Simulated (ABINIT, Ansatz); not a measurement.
# LiHS (Ama2): G0W0 with ABINIT, start to end, part 3 of 3

How does a plane-wave GW calculation on LiHS (Ama2) run from the first input to the gap?

ABINIT 10.8.3; PBEsol and many-body steps on it, plane waves. Known limits of the many-body steps: not at the basis limit; coarse k mesh.

So far. Step 3 (Bands along the symmetry lines): The gap is 3.330 eV, as in the run before at this level. Step 4 (Empty states on the mesh, 2×2×2 mesh, 60 bands): On this mesh the gap is 3.330 eV.

**5. Screening, 2×2×2 mesh, 56 bands, screening to 98 eV**

The RPA dielectric matrix is built and inverted for each q.

This step: RPA screening on PBEsol, plane waves, norm-conserving pseudopotentials.

run.abi reads:

```
acell 3*1.0 Angstrom
rprim 
  6.156870000000 0.000000000000 0.000000000000
  0.000000000000 2.809205000000 2.757390000000
  0.000000000000 -2.809205000000 2.757390000000
ntypat 3
znucl 3 1 16
natom 6
typat 1 1 2 2 3 3
xred 
  0.500000000000 0.501660000000 0.501660000000
  0.000000000000 0.501660000000 0.501660000000
  0.250000000000 0.133090000000 0.983490000000
  0.750000000000 0.983490000000 0.133090000000
  0.750000000000 0.998760000000 0.475340000000
  0.250000000000 0.475340000000 0.998760000000
pp_dirpath "pseudos"
pseudos "Li.upf, H.upf, S.upf"
ecut 33
ngkpt 2 2 2
nshiftk 1
shiftk 0 0 0
kptopt 1
chksymbreak 0
istwfk *1
occopt 1
irdwfk 1
optdriver 3
nband 56
ecuteps 3.6
inclvkb 2
awtr 1
symchi 1
indata_prefix "in"
outdata_prefix "out"
tmpdata_prefix "tmp"
```

On the command line:

```
$ OMP_NUM_THREADS=1 mpirun -n 4 abinit run.abi > log
```

Numbers of over 12 decimals in the logs are rounded to 6 here.

The program printed:

```text
.Version 10.8.3 of ABINIT. v10.8.2 released Aug 2026.

 Symmetries : space group Am a 2 (# 40); Bravais oC (1-face-center ortho.)
[... echo of the input left out ...]
== DATASET  1 ==================================================================
-   mpi_nproc: 4, omp_nthreads: 1 (-1 if OMP is not activated)

--- !DatasetInfo
iteration_state: {dtset: 1, }
dimensions: {natom: 6, nkpt: 6, mband: 56, nsppol: 1, nspinor: 1, nspden: 1, mpw: 5848, }
cutoff_energies: {ecut:  33.0, pawecutdg:  -1.0, }
electrons: {nelect:   2.00000000E+01, charge:   0.00000000E+00, occopt:   1.00000000E+00, tsmear:   1.00000000E-02, }

 SCREENING: Calculation of the susceptibility and dielectric matrices

 Based on a program developped by R.W. Godby, V. Olevano, G. Onida, and L. Reining.
 Incorporated in ABINIT by V. Olevano, G.-M. Rignanese, and M. Torrent.
.Using double precision arithmetic ; gwpc =  8

[... cell and pseudopotentials left out ...]
--------------------------------------------------------------------------------

 ==== K-mesh for the wavefunctions ====
 Number of points in the irreducible wedge :     6
[... list of points left out ...]
 Together with  4 symmetry operations and time-reversal symmetry
 yields     8 points in the full Brillouin Zone.

 ==== Q-mesh for the screening function ====
 Number of points in the irreducible wedge :     6
[... list of points left out ...]
 Together with  4 symmetry operations and time-reversal symmetry
 yields     8 points in the full Brillouin Zone.

 setmesh: FFT mesh size selected  =    40x   25x   25
          total number of points  =        25000

 vcoul_init : cutoff-mode = AUXILIARY_FUNCTION
 q-points for optical limit:   1
     1)      0.000010    0.000020    0.000030

- screening: taking advantage of time-reversal symmetry
- Maximum band index for partially occupied states nbvw = 10
- Remaining bands to be divided among processors   nbcw = 46
- Number of bands treated by each node ~11

 Number of electrons calculated from density =   20.0000; Expected =   20.0000
 average of density, n =  0.031071
 r_s =    1.9733
 omega_plasma =   17.0034 [eV]

 calculating chi0 at frequencies [eV] :
  1    0.000000E+00    0.000000E+00
  2    0.000000E+00    1.700343E+01

--------------------------------------------------------------------------------
  q-point number  1        q = ( 0.000000, 0.000000, 0.000000) [r.l.u.]
--------------------------------------------------------------------------------
[... chi0 elements left out ...]
 For q-point:  0.000010 0.000020 0.000030
  dielectric constant =   3.7286
  dielectric constant without local fields =   4.6151

  Average fulfillment of the sum rule on Im[epsilon] for q-point    1 :     55.24  [%]
[... wings left out ...]
  q-point number  2        q = ( 0.500000, 0.000000, 0.000000) [r.l.u.]
--------------------------------------------------------------------------------
[... chi0 elements left out ...]
  Average fulfillment of the sum rule on Im[epsilon] for q-point    2 :     66.63  [%]

 [... 4 further q-points ...]
```

Run time: 6.2 s. Hardware: 4 MPI ranks of Arm Neoverse V1, shared host; peak memory 0.66 GiB; 24 s of CPU time.

This step gave:

- ε∞ with local fields, on this mesh, along the program's q direction: 3.729
- the same without local fields: 4.615
- plasma frequency: 17.00 eV
- plane waves in the screening matrix: 201

Local fields lower ε∞ by 19 %. On a Γ-centred mesh this coarse the value itself is usually too large, while a short band sum pulls it down.

**6. Self-energy, 2×2×2 mesh, 56 bands, screening to 98 eV**

The self-energy is evaluated for the states that the input lists, and the levels follow from it, in one-shot runs by the linearised quasiparticle equation.

This step: G0W0 on PBEsol, plane waves, norm-conserving pseudopotentials.

run.abi, as its differences from that of step 5:

```diff
@@ -27,8 +27,15 @@
 irdwfk 1
-optdriver 3
+optdriver 4
 nband 56
+gwcalctyp 0
+ecutsigx 33
+symsigma 1
+nkptgw 1
+kptgw 
+  0.0000000000 0.0000000000 0.0000000000
+bdgw 
+  9 12
 ecuteps 3.6
-inclvkb 2
-awtr 1
-symchi 1
+irdscr 1
+ppmodel 1
 indata_prefix "in"
```

The program printed:

```text
.Version 10.8.3 of ABINIT. v10.8.2 released Aug 2026.

 Symmetries : space group Am a 2 (# 40); Bravais oC (1-face-center ortho.)
[... echo of the input left out ...]
== DATASET  1 ==================================================================
-   mpi_nproc: 4, omp_nthreads: 1 (-1 if OMP is not activated)

--- !DatasetInfo
iteration_state: {dtset: 1, }
dimensions: {natom: 6, nkpt: 6, mband: 56, nsppol: 1, nspinor: 1, nspden: 1, mpw: 5848, }
cutoff_energies: {ecut:  33.0, pawecutdg:  -1.0, }
electrons: {nelect:   2.00000000E+01, charge:   0.00000000E+00, occopt:   1.00000000E+00, tsmear:   1.00000000E-02, }

 SIGMA: Calculation of the GW corrections

 Based on a program developped by R.W. Godby, V. Olevano, G. Onida, and L. Reining.
 Incorporated in ABINIT by V. Olevano, G.-M. Rignanese, and M. Torrent.
.Using double precision arithmetic ; gwpc =  8

[... cell and pseudopotentials left out ...]
--------------------------------------------------------------------------------

 ==== K-mesh for the wavefunctions ====
 Number of points in the irreducible wedge :     6
[... list of points left out ...]
 Together with  4 symmetry operations and time-reversal symmetry
 yields     8 points in the full Brillouin Zone.

 ==== Q-mesh for screening function ====
 Number of points in the irreducible wedge :     6
[... list of points left out ...]
 Together with  4 symmetry operations and time-reversal symmetry
 yields     8 points in the full Brillouin Zone.

 vcoul_init : cutoff-mode = AUXILIARY_FUNCTION
 q-points for optical limit:   1
     1)      0.000010    0.000020    0.000030
 setmesh: FFT mesh size selected  =    64x   40x   40
          total number of points  =       102400

 Number of electrons calculated from density =   20.0000; Expected =   20.0000
 average of density, n =  0.031071
 r_s =    1.9733
 omega_plasma =   17.0034 [eV]

 === KS Band Gaps ===
  >>>> For spin  1
   Minimum direct gap =   3.3299 [eV], located at k-point      :   0.0000  0.0000  0.0000
   Fundamental gap    =   3.3299 [eV], Top of valence bands at :   0.0000  0.0000  0.0000
                                       Bottom of conduction at :   0.0000  0.0000  0.0000
 SIGMA fundamental parameters:
 PLASMON POLE MODEL  1
 number of plane-waves for SigmaX                 5839
 number of plane-waves for SigmaC and W            201
 number of plane-waves for wavefunctions          5839
 number of bands                                    56
 number of independent spin polarizations            1
 number of spinorial components                      1
 number of k-points in IBZ                           6
 number of q-points in IBZ                           6
 number of symmetry operations                       4
 number of k-points in BZ                            8
 number of q-points in BZ                            8
 number of frequencies for dSigma/dE                 9
 frequency step for dSigma/dE [eV]                0.25
 number of omega for Sigma on real axis              0
 max omega for Sigma on real axis  [eV]           0.00
 zcut for avoiding poles [eV]                     0.10

 EPSILON^-1 parameters (SCR file):
 dimension of the eps^-1 matrix on file            201
 dimension of the eps^-1 matrix used               201
 number of plane-waves for wavefunctions          5839
 number of bands                                    56
 number of q-points in IBZ                           6
 number of frequencies                               2
 number of real frequencies                          1
 number of imag frequencies                          1

 matrix elements of self-energy operator (all in [eV])

 Perturbative Calculation

--- !SelfEnergy_ee
iteration_state: {dtset: 1, }
kpoint     : [   0.000,    0.000,    0.000, ]
spin       : 1
KS_gap     :    3.330
QP_gap     :    5.441
Delta_QP_KS:    2.111
data: !SigmaeeData |
     Band     E0 <VxcDFT>   SigX SigC(E0)      Z dSigC/dE  Sig(E)    E-E0       E
        9  -0.707 -12.411 -15.817   2.260   0.797  -0.255 -13.324  -0.913  -1.620
       10  -0.122 -12.727 -15.736   2.056   0.800  -0.251 -13.489  -0.762  -0.884
       11   3.208  -8.834  -4.303  -2.903   0.829  -0.206  -7.484   1.350   4.557
       12   3.571  -8.614  -4.145  -2.805   0.830  -0.205  -7.234   1.381   4.952

== END DATASET(S) ==============================================================
================================================================================

 -outvars: echo values of variables after computation  --------
           etotal      0.0000000000E+00
            nband          56
             nkpt           6
          spgroup          40
 [... the other variables as echoed above ...]

 Calculation completed.
```

The job ended after 3.1 s (4 MPI ranks; peak memory 0.5 GiB).

This step gave:

| Quantity | Value |
| --- | --- |
| G0W0 gap on the points computed | 5.441 eV |
| starting gap on the mesh | 3.330 eV |
| k of the valence top | 0, 0, 0 |
| k of the conduction bottom | 0, 0, 0 |
| Z at the valence top | 0.8 |
| Z at the conduction bottom | 0.829 |
| least direct G0W0 gap on the computed points | 5.441 eV |

The gap on the mesh goes from 3.33 eV to 5.44 eV, a correction of +2.11 eV.

Limits: finite bands, cutoff and mesh; coarse k mesh. v1 is the top filled band, c1 the lowest empty one. The levels before and after the correction (eV, zero at the valence-band top of each column):

```
           conduction bottom  valence top
Kohn-Sham               3.33         0.00
     G0W0               5.44         0.00
```

```
           level  energy (eV)
Kohn-Sham   Γ v2       -0.585
Kohn-Sham   Γ v1        0.000
Kohn-Sham   Γ c1        3.330
Kohn-Sham   Γ c2        3.693
     G0W0   Γ v2       -0.736
     G0W0   Γ v1        0.000
     G0W0   Γ c1        5.441
     G0W0   Γ c2        5.836
```

**7. Where the time went**

Times are wall times on 4 MPI ranks of Arm Neoverse V1, shared host, good to a factor of about two.

```
                          step   time  share  memory (GiB)
                  ground state   36 s   37 %          0.41
bands along the symmetry lines   35 s   36 %          0.41
      empty states on the mesh   16 s   17 %           0.3
                     screening  6.2 s    6 %          0.66
                   self-energy  3.1 s    3 %           0.5
```

**8. Summary of results**

| Property | Result |
| --- | --- |
| PBEsol gap | 3.33 eV, direct |
| G0W0 gap on the mesh | 5.44 eV |
| GW settings | 2×2×2 mesh, 56 bands, screening to 98 eV, Godby-Needs plasmon pole |
| known limits | not at the basis limit; coarse k mesh |

What this shows: G0W0 moves the gap on the mesh from 3.33 eV to 5.44 eV (+2.11 eV), with Z of 0.80 and 0.83 at the edges. Local fields lower the RPA ε∞ on this mesh from 4.62 to 3.73; a Γ-centred mesh this coarse tends to raise both, most where the direct gap is narrow, while a short band sum lowers them. Only 1 of the mesh's irreducible points was corrected, so a valley elsewhere could overtake. Bands and cutoff are finite, so the gap is not at the basis limit. The miss can reach some tenths of an eV and take either sign; the mesh is an error of its own. In the G0W0 run levels were corrected at 1 k point alone, so a gap called «on the mesh» is the least over those, and an edge elsewhere would be missed. The 2×2×2 mesh is coarse for this cell, which bears on the long-range parts of exchange and screening.

[Paths, hosts, dates, memory and timing lines, banners, echoed tables and standing remarks are left out of the program output.]

[Logs are printed without paths, hosts, clocks, repeated set-up lines and the standing remarks that a program may print on its own settings, such as how far it seeks lower states.]

[Runs of the session that timed out or met a known fault of the program may be left out.]

[Hosts, paths, dates, database ids (printed as entryN), source tags and the programs' standing remarks are cut or masked in the printed files.]

[G0W0 gaps are taken among the corrected bands and points alone; a level outside them can change the order at an edge.]

[Where Ansatz stands beside ABINIT at settings called matched, ABINIT's density can come from a denser mesh and the files from another edition; pairs whose starting gaps differed by over 0.03 eV were left out, so agreement reads better than it is.]
